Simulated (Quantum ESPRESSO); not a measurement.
# SrW (Pm-3m): from the cell to the phonon bands

How does SrW (Pm-3m) vibrate, and is this structure a minimum?

Program: Quantum ESPRESSO 7.5. Level of theory: DFT LDA, scalar-relativistic, plane waves, PseudoDojo norm-conserving pseudopotentials. Results are calculated unless marked as measured.

Report form: the programs' logs are mostly left out.

The structure was built from a prototype and need not be the compound's stable phase.

### Step 1. The starting structure

It takes space group Pm-3m (No. 221, cubic). Conventional cell: a = 4.067 Å, b = 4.067 Å, c = 4.067 Å, α = 90.00°, β = 90.00°, γ = 90.00°. Nearest to Sr lie 8 W at 3.52 Å. W has 8 Sr at 3.52 Å nearest. Farther neighbours are not listed.

### Step 2. A first look

Before anything dear is run, a loose run with smearing shows whether this is a metal and how far the cell is from rest.

The input, probe.in:

```
&control
   calculation = 'scf'
   prefix = 'x'
   outdir = './tmp'
   pseudo_dir = './pseudo'
   tprnfor = .true.
   tstress = .true.
   verbosity = 'high'
/
&system
   ibrav = 0
   nat = 2
   ntyp = 2
   ecutwfc = 70.0
   occupations = 'smearing'
   smearing = 'gaussian'
   degauss = 0.01
/
&electrons
   conv_thr = 1.0d-07
   mixing_beta = 0.7
   electron_maxstep = 100
/
ATOMIC_SPECIES
 Sr     87.6200  Sr.upf
 W     183.8400  W.upf
CELL_PARAMETERS angstrom
     4.066795060    0.000000000    0.000000000
     0.000000000    4.066795060    0.000000000
     0.000000000    0.000000000    4.066795060
ATOMIC_POSITIONS crystal
 Sr     0.000000000   0.000000000   0.000000000
 W      0.500000000   0.500000000   0.500000000
K_POINTS automatic
 4 4 4 0 0 0
```

The run is started by

```
$ OMP_NUM_THREADS=1 mpirun -n 4 pw.x -nk 4 -in probe.in > probe.out
```

Wall time 4.2 s (4 MPI ranks of Arm Neoverse V1, shared host); 16 s of CPU time.

Numbers from this step:

```
volume per atom   : 33.63 Å³
pressure          : -12.33 GPa
gap on the k-mesh : 0 eV
```

No gap opens on this mesh, so smearing is kept; the start stands at -12 GPa.

### Step 3. Relaxation

The relaxation runs at a cutoff a fifth above that of the response, since stress converges more slowly with the basis than frequencies do. Forces and stress are brought to rest with tight thresholds.

The input, relax.in:

```
&control
   calculation = 'vc-relax'
   prefix = 'x'
   outdir = './tmp'
   pseudo_dir = './pseudo'
   tprnfor = .true.
   tstress = .true.
   forc_conv_thr = 2.0d-05
   etot_conv_thr = 1.0d-07
   nstep = 40
/
&system
   ibrav = 0
   nat = 2
   ntyp = 2
   ecutwfc = 84
   occupations = 'smearing'
   smearing = 'mp'
   degauss = 0.02
/
&electrons
   conv_thr = 1.0d-11
   mixing_beta = 0.7
   electron_maxstep = 100
/
&ions
/
&cell
   press_conv_thr = 0.2
/
ATOMIC_SPECIES
 Sr     87.6200  Sr.upf
 W     183.8400  W.upf
CELL_PARAMETERS angstrom
     4.066795060    0.000000000    0.000000000
     0.000000000    4.066795060    0.000000000
     0.000000000    0.000000000    4.066795060
ATOMIC_POSITIONS crystal
 Sr     0.000000000   0.000000000   0.000000000
 W      0.500000000   0.500000000   0.500000000
K_POINTS automatic
 8 8 8 0 0 0
```

The run is started by

```
$ OMP_NUM_THREADS=1 mpirun -n 4 pw.x -nk 4 -in relax.in > relax.out
```

Elapsed: 2.2 min, on 4 MPI ranks.

The steps of the relaxation:

```csv
step,energy less that of the first step (eV),largest force (eV/Å),pressure (GPa),volume (Å³)
1,0.0000,0.0000,-11.96,67.26
2,-0.2942,0.0000,-11.43,63.24
3,-0.6789,0.0000,-9.92,57.52
4,-1.0677,0.0000,-5.10,49.60
5,-1.1243,0.0000,3.11,43.32
6,-1.1420,0.0000,-0.37,45.50
7,-1.1423,0.0000,-0.02,45.26
8,-1.1423,0.0000,0.00,45.24
9,-1.1417,0.0000,0.01,45.24
```

```csv
cell as run,before,after,change
a (Å),4.067,3.563,-12.4 %
b (Å),4.067,3.563,-12.4 %
c (Å),4.067,3.563,-12.4 %
volume (Å³/atom),33.63,22.62,-32.7 %
```

Final coordinates:

```
Sr W
1.0
     3.56321    0.00000    0.00000
     0.00000    3.56321    0.00000
     0.00000    0.00000    3.56321
Sr W
1 1
Direct
  0.00000 0.00000 0.00000
  0.50000 0.50000 0.50000
```

The last row of the table of steps is pw.x's closing run on a basis chosen anew for the final cell, so its energy can jump.

This step gave:

- volume per atom: 22.62 Å³
- pressure: 0.005 GPa

The volume changes by -32.7 % from the cell with which this run began.

### Step 4. Self-consistent run for the response

The response is built on this ground state, so it is converged far tighter than an energy would need. Smearing stays on, as the first look found no gap above 0.3 eV.

The input, scf.in:

```
&control
   calculation = 'scf'
   prefix = 'x'
   outdir = './tmp'
   pseudo_dir = './pseudo'
   tprnfor = .true.
   tstress = .true.
/
&system
   ibrav = 0
   nat = 2
   ntyp = 2
   ecutwfc = 70.0
   occupations = 'smearing'
   smearing = 'mp'
   degauss = 0.02
/
&electrons
   conv_thr = 1.0d-12
   mixing_beta = 0.7
   electron_maxstep = 100
/
ATOMIC_SPECIES
 Sr     87.6200  Sr.upf
 W     183.8400  W.upf
CELL_PARAMETERS angstrom
     3.563210108    0.000000000    0.000000000
     0.000000000    3.563210108    0.000000000
     0.000000000    0.000000000    3.563210108
ATOMIC_POSITIONS crystal
 Sr     0.000000000   0.000000000   0.000000000
 W      0.500000000   0.500000000   0.500000000
K_POINTS automatic
 8 8 8 0 0 0
```

The run is started by

```
$ OMP_NUM_THREADS=1 mpirun -n 4 pw.x -nk 4 -in scf.in > scf.out
```

Elapsed: 9.3 s, on 4 MPI ranks; 37 s of CPU time.

This step gave:

```yaml
pressure: 0.004 GPa
```

The cell stands at 0.004 GPa, close enough for phonons.

### Step 5. Phonons on a q mesh

Linear response treats each wavevector in the unit cell, with no supercell; the 2×2×2 mesh fixes the range of the force constants to be had.

The input, ph.in:

```
phonons
&inputph
   prefix = 'x'
   outdir = './tmp'
   fildyn = 'x.dyn'
   tr2_ph = 1.0d-18
   alpha_mix(1) = 0.4
   nmix_ph = 8
   ldisp = .true.
   nq1 = 2
   nq2 = 2
   nq3 = 2
/
```

The run is started by

```
$ OMP_NUM_THREADS=1 mpirun -n 4 ph.x -nk 4 -in ph.in > ph.out
```

Run time: 12 min. Hardware: 4 MPI ranks.

This step gave:

```yaml
largest_acoustic_frequency_at_the_zone_centre_before_the_sum_rule: -0.77 cm⁻¹
highest_optical_zone_centre_mode_no_lo_to_term: 169.4 cm⁻¹
lowest_optical_zone_centre_mode: 169.4 cm⁻¹
lowest_mode_on_the_q_mesh_acoustic_ones_at_the_zone_centre_apart: -123.8 cm⁻¹
```

Frequencies (cm⁻¹) at each irreducible wavevector; negative means imaginary. Frequencies by wavevector:

```csv
q (fractions),star,mode 1,mode 2,mode 3,mode 4,mode 5,mode 6
0 0 0,1,-0.77,-0.77,-0.77,169.4,169.4,169.4
0 0 -0.5,3,-110,77.16,77.16,128.5,128.5,170
0 -0.5 -0.5,3,-123.8,-123.8,89.65,91.91,173.9,173.9
-0.5 -0.5 -0.5,1,-107.9,-107.9,-107.9,148.7,148.7,148.7
```

The acoustic modes at Γ come out as far as 0.8 cm⁻¹ from zero, where they should vanish, a small numerical error.

### Step 6. Fourier transform to real space

The dynamical matrices of the mesh are Fourier-transformed to force constants in real space.

The input, q2r.in:

```
&input
   fildyn = 'x.dyn'
   zasr = 'simple'
   flfrc = 'x.fc'
/
```

The run is started by

```
$ q2r.x < q2r.in > q2r.out
```

Wall time 0.46 s (1 thread).

### Step 7. Dispersion

From the force constants any wavevector is cheap; points of the mesh come back as solved, but for the sum rule and, in polar crystals, the LO-TO term at Γ; the rest is interpolation.

The input, matdyn.in:

```
&input
   asr = 'simple'
   flfrc = 'x.fc'
   flfrq = 'x.freq'
   flvec = 'x.modes'
   q_in_band_form = .true.
   q_in_cryst_coord = .true.
/
8
  0.0000000   0.0000000   0.0000000  12  ! GAMMA
  0.0000000   0.5000000   0.0000000  12  ! X
  0.5000000   0.5000000   0.0000000  12  ! M
  0.0000000   0.0000000   0.0000000  12  ! GAMMA
  0.5000000   0.5000000   0.5000000  12  ! R
  0.0000000   0.5000000   0.0000000   1  ! X
  0.5000000   0.5000000   0.5000000  12  ! R
  0.5000000   0.5000000   0.0000000   1  ! M
```

The run is started by

```
$ matdyn.x -in matdyn.in > matdyn.out
```

Wall time 0.46 s (1 thread).

Read from the output:

| Quantity | Value |
| --- | --- |
| lowest frequency on the path | -123.8 cm⁻¹ |

Matdyn.x, sum rule simple. The phonon branches at the labelled points (cm⁻¹):

```csv
point,branch 1,branch 2,branch 3,branch 4,branch 5,branch 6
Γ,0,0,0,169,169,169
halfway,-68,44,44,154,154,165
X,-110,77,77,128,128,170
halfway,-118,-72,85,111,154,174
M,-124,-124,90,92,174,174
halfway,-88,-46,59,138,151,168
Γ,0,0,0,169,169,169
halfway,-74,-74,-54,146,154,154
R,-108,-108,-108,149,149,149
halfway,-119,-69,-47,135,144,169
X,-110,77,77,128,128,170
jump to R,-108,-108,-108,149,149,149
halfway,-117,-117,-40,123,162,162
M,-124,-124,90,92,174,174
```

Lowest modes at the softest wavevector of the mesh; phase exp(i q.(R + tau)). The modes at q = (0.000, 0.500, 0.500) (shares of kinetic energy by element, %) (negative means imaginary):

```csv
mode,frequency (cm⁻¹),Sr %,W %
1,-123.8,8,92
2,-123.8,8,92
3,89.6,100,0
4,91.9,0,100
5,173.9,92,8
6,173.9,92,8
```

Displacements in mode 2 (-123.8 cm⁻¹), the largest set to 1, in the home cell:
```
Sr1  0.00 -0.44  0.00
W2   0.00  0.00 -1.00
```

Displacements in mode 6 (173.9 cm⁻¹), the largest set to 1, in the home cell:
```
Sr1  0.00  0.00  1.00
W2   0.00 -0.21  0.00
```

Force constants by pair (phonopy on the run's constants); pairs near half the supercell's span include their periodic images. Pair force constants, by row:

```csv
atom,neighbour,distance (Å),third of the trace (eV/Å²),along the pair's line (eV/Å²)
Sr1,itself,0,6.617,–
Sr1,W,3.086,-0.7825,-2.263
Sr1,Sr,3.563,-0.0936,-1.744
Sr1,Sr,5.039,0.0254,0.1857
Sr1,Sr,6.172,-0.1532,-0.1532
W2,itself,0,-1.439,–
W2,Sr,3.086,-0.7825,-2.263
W2,W,3.563,2.167,6.444
W2,W,5.039,0.2122,0.1084
W2,W,6.172,0.5605,0.5605
```

Mode patterns, pair constants, displacements and means over the zone were worked out by phonopy from the force constants of q2r.x.

The path dips to 124i cm⁻¹.

### Step 8. Density of states

Sums over the zone need many more wavevectors than were solved, so the interpolation is sampled on a dense mesh.

The input, matdyn.in:

```
&input
   asr = 'simple'
   flfrc = 'x.fc'
   dos = .true.
   fldos = 'x.dos'
   nk1 = 13
   nk2 = 13
   nk3 = 13
   deltaE = 0.3
/
```

The run is started by

```
$ matdyn.x -in matdyn.in > matdyn.out
```

Run time: 5.8 s. Hardware: 1 thread.

Read from the output:

| Quantity | Value |
| --- | --- |
| share of modes beyond 3i cm⁻¹ on the dense interpolated mesh | 0.3248 |

The phonon density of states has structure finer than the step of the table below, so its rows give means over 10 cm⁻¹, whole bins alone (the curve runs from -123 to 172 cm⁻¹). Peaks (cm⁻¹: height): total -117.5: 0.0543, 49.9: 0.0231, 150.7: 0.0755, 166.9: 0.121; Sr 150.7: 0.0697, 166.9: 0.104; W -117.5: 0.0504, 49.9: 0.0202, 166.9: 0.0173.

Tetrahedra. Phonon density of states against wavenumber; means over each step; values in 1/cm⁻¹/cell:

```csv
wavenumber (cm⁻¹),total,Sr,W
-110,0.0451,0.00270,0.0424
-100,0.0259,0.00176,0.0242
-90,0.0204,0.00154,0.0189
-80,0.0157,0.00124,0.0144
-70,0.0135,0.00115,0.0123
-60,0.0119,0.00103,0.0108
-50,0.00879,8.1e-4,0.00798
-40,0.00716,6.4e-4,0.00652
-30,0.00567,5.4e-4,0.00513
-20,0.00520,4.9e-4,0.00471
-10,0.00520,5.0e-4,0.00469
0,0.00530,5.4e-4,0.00476
10,0.00580,6.8e-4,0.00512
20,0.00668,8.8e-4,0.00580
30,0.00928,0.00120,0.00809
40,0.0126,0.00164,0.0110
50,0.0189,0.00248,0.0165
60,0.0168,0.00195,0.0149
70,0.0168,0.00144,0.0154
80,0.0111,8.4e-4,0.0102
90,0.00297,8.1e-4,0.00215
100,0.00490,0.00442,4.7e-4
110,0.00933,0.00876,5.7e-4
120,0.0161,0.0151,1.0e-3
130,0.0302,0.0283,0.00194
140,0.0416,0.0384,0.00316
150,0.0591,0.0541,0.00502
160,0.0507,0.0455,0.00529
```

### Step 9. Modes with the sum rule

A rigid shift of the crystal must cost nothing, but grids and finite bases break this; the acoustic sum rule is imposed before the matrix is diagonalised again.

The input, dynmat.in:

```
&input
   fildyn = 'x.dyn1'
   asr = 'simple'
   fileig = 'dynmat.eig'
/
```

The run is started by

```
$ dynmat.x -in dynmat.in > dynmat.out
```

Elapsed: 0.45 s, on 1 thread.

Unit eigenvectors of the mass-weighted matrix after the sum rule; no LO-TO term. The modes at Γ (shares of kinetic energy by element, %):

```csv
mode,frequency (cm⁻¹),symmetry,Sr %,W %
1,0.0,acoustic,32,68
2,0.0,acoustic,32,68
3,0.0,acoustic,32,68
4,169.4,T1u,68,32
5,169.4,T1u,68,32
6,169.4,T1u,68,32
```

Displacements in mode 5 (169.4 cm⁻¹), the largest set to 1:
```
Sr1  0.00  0.00  1.00
W2   0.00  0.00 -0.48
```

The rule moves no optical mode by more than 0.1 cm⁻¹.

### Step 10. Sum rules set otherwise: a sum rule for molecules or wires on a crystal

This rule also removes rotations, which suits molecules and not a crystal; it is tried to see the harm.

The input, dynmat.in:

```
&input
   fildyn = 'x.dyn1'
   asr = 'zero-dim'
   fileig = 'dynmat.eig'
/
```

The run is started by

```
$ dynmat.x -in dynmat.in > dynmat.out
```

Wall time 0.45 s (1 thread).

The program raised no error, yet the settings are not those of a careful run.

The fault: a sum rule for molecules or wires on a crystal; 2 optical modes are projected out to zero frequency, as if they were rotations.

For a crystal the rule has to be 'simple' or 'crystal'.

Zone-centre frequencies as printed; negative means imaginary. Modes:

```csv
mode,frequency (cm⁻¹)
1,0
2,0
3,0
4,0
5,0
6,169.4
```

### Step 11. Sum rules set otherwise (asr no)

Without the rule the raw error of the acoustic modes shows.

The input, dynmat.in:

```
&input
   fildyn = 'x.dyn1'
   asr = 'no'
   fileig = 'dynmat.eig'
/
```

The run is started by

```
$ dynmat.x -in dynmat.in > dynmat.out
```

Elapsed: 0.45 s, on 1 thread.

Zone-centre frequencies as printed; negative means imaginary. Modes:

```csv
mode,frequency (cm⁻¹)
1,-0.77
2,-0.77
3,-0.77
4,169.4
5,169.4
6,169.4
```

Against the first rule no mode moves by more than 0.8 cm⁻¹.

### Step 12. The dispersion under another sum rule (asr no)

The sum rule corrects the force constants themselves, so it can shift branches at any wavevector, low ones most.

The input, matdyn.in:

```
&input
   asr = 'no'
   flfrc = 'x.fc'
   flfrq = 'x.freq'
   flvec = 'x.modes'
   q_in_band_form = .true.
   q_in_cryst_coord = .true.
/
8
  0.0000000   0.0000000   0.0000000   8  ! GAMMA
  0.0000000   0.5000000   0.0000000   8  ! X
  0.5000000   0.5000000   0.0000000   8  ! M
  0.0000000   0.0000000   0.0000000   8  ! GAMMA
  0.5000000   0.5000000   0.5000000   8  ! R
  0.0000000   0.5000000   0.0000000   1  ! X
  0.5000000   0.5000000   0.5000000   8  ! R
  0.5000000   0.5000000   0.0000000   1  ! M
```

The run is started by

```
$ matdyn.x -in matdyn.in > matdyn.out
```

Elapsed: 0.46 s, on 1 thread.

At the labelled points the branches move by no more than 0.9 cm⁻¹.

### Step 13. A changed mass

Force constants don't depend on the masses, so an isotope effect costs no new response.

The input, matdyn.in:

```
&input
   asr = 'simple'
   flfrc = 'x.fc'
   flfrq = 'x.freq'
   flvec = 'x.modes'
   q_in_band_form = .true.
   q_in_cryst_coord = .true.
   amass(1) = 175.24
   amass(2) = 183.84
/
8
  0.0000000   0.0000000   0.0000000   8  ! GAMMA
  0.0000000   0.5000000   0.0000000   8  ! X
  0.5000000   0.5000000   0.0000000   8  ! M
  0.0000000   0.0000000   0.0000000   8  ! GAMMA
  0.5000000   0.5000000   0.5000000   8  ! R
  0.0000000   0.5000000   0.0000000   1  ! X
  0.5000000   0.5000000   0.5000000   8  ! R
  0.5000000   0.5000000   0.0000000   1  ! M
```

The run is started by

```
$ matdyn.x -in matdyn.in > matdyn.out
```

Wall time 0.46 s (1 thread).

Read from the output:

```yaml
lowest_frequency_on_the_path: -119.9 cm⁻¹
```

Matdyn.x, sum rule simple. Phonon branches along the path, in cm⁻¹:

```csv
point,branch 1,branch 2,branch 3,branch 4,branch 5,branch 6
Γ,0,0,0,138,138,138
halfway,-65,39,39,122,123,123
X,-110,77,77,91,91,120
halfway,-116,-70,78,85,111,126
M,-120,-120,63,92,127,127
halfway,-82,-46,52,107,111,127
Γ,0,0,0,138,138,138
halfway,-70,-70,-53,105,114,114
R,-108,-108,-108,105,105,105
halfway,-116,-67,-47,96,104,124
X,-110,77,77,91,91,120
jump to R,-108,-108,-108,105,105,105
halfway,-115,-115,-40,87,117,117
M,-120,-120,63,92,127,127
```

The top of the path falls from 174 to 138 cm⁻¹, a ratio of 0.79; a mode of that atom alone would give 0.71.

### Step 14. Summary of results

| Property | Result |
| --- | --- |
| space group after relaxation | Pm-3m |
| volume per atom | 22.6 Å³ |
| highest optical zone-centre mode (no LO-TO term) | 169.4 cm⁻¹ |
| q mesh | 2×2×2 |
| lowest mode on the q mesh (acoustic ones at the zone centre apart) | -123.8 cm⁻¹ |
| imaginary modes on the q mesh | yes |

What this shows: SrW (Pm-3m) is unstable: a mode solved on the 2×2×2 mesh is imaginary, 124i cm⁻¹; its spectrum reaches 174 cm⁻¹. At the LDA level the optical modes of SrW (Pm-3m) at the zone centre lie at 169 cm⁻¹. The relaxation gained more than 0.3 eV an atom, so the start was far from this structure and its bonding may have changed. The most unstable solved mode lies at q = (0, -0.5, -0.5), on the zone boundary, so the distortion that it points to doubles the cell. These are harmonic frequencies at zero temperature: anharmonic shifts and linewidths and thermal expansion are left out. Spin-orbit coupling is left out, which can matter for the heavy elements here. In a metal the frequencies hang on the k mesh and the smearing, most of all near Kohn anomalies. The q mesh stands for a supercell only 7.1 Å across, so branches between the solved wavevectors are rough. The structure is a hypothetical one, built on a prototype.

[Host names and launcher messages were left out of these logs when they were recorded.]

[Logs are printed without paths, hosts, clocks, repeated set-up lines and the standing remarks that a program may print on its own settings, such as how far it seeks lower states.]

[Hosts, paths, dates, database ids (printed as entryN), source tags and the programs' standing remarks are cut or masked in the printed files.]
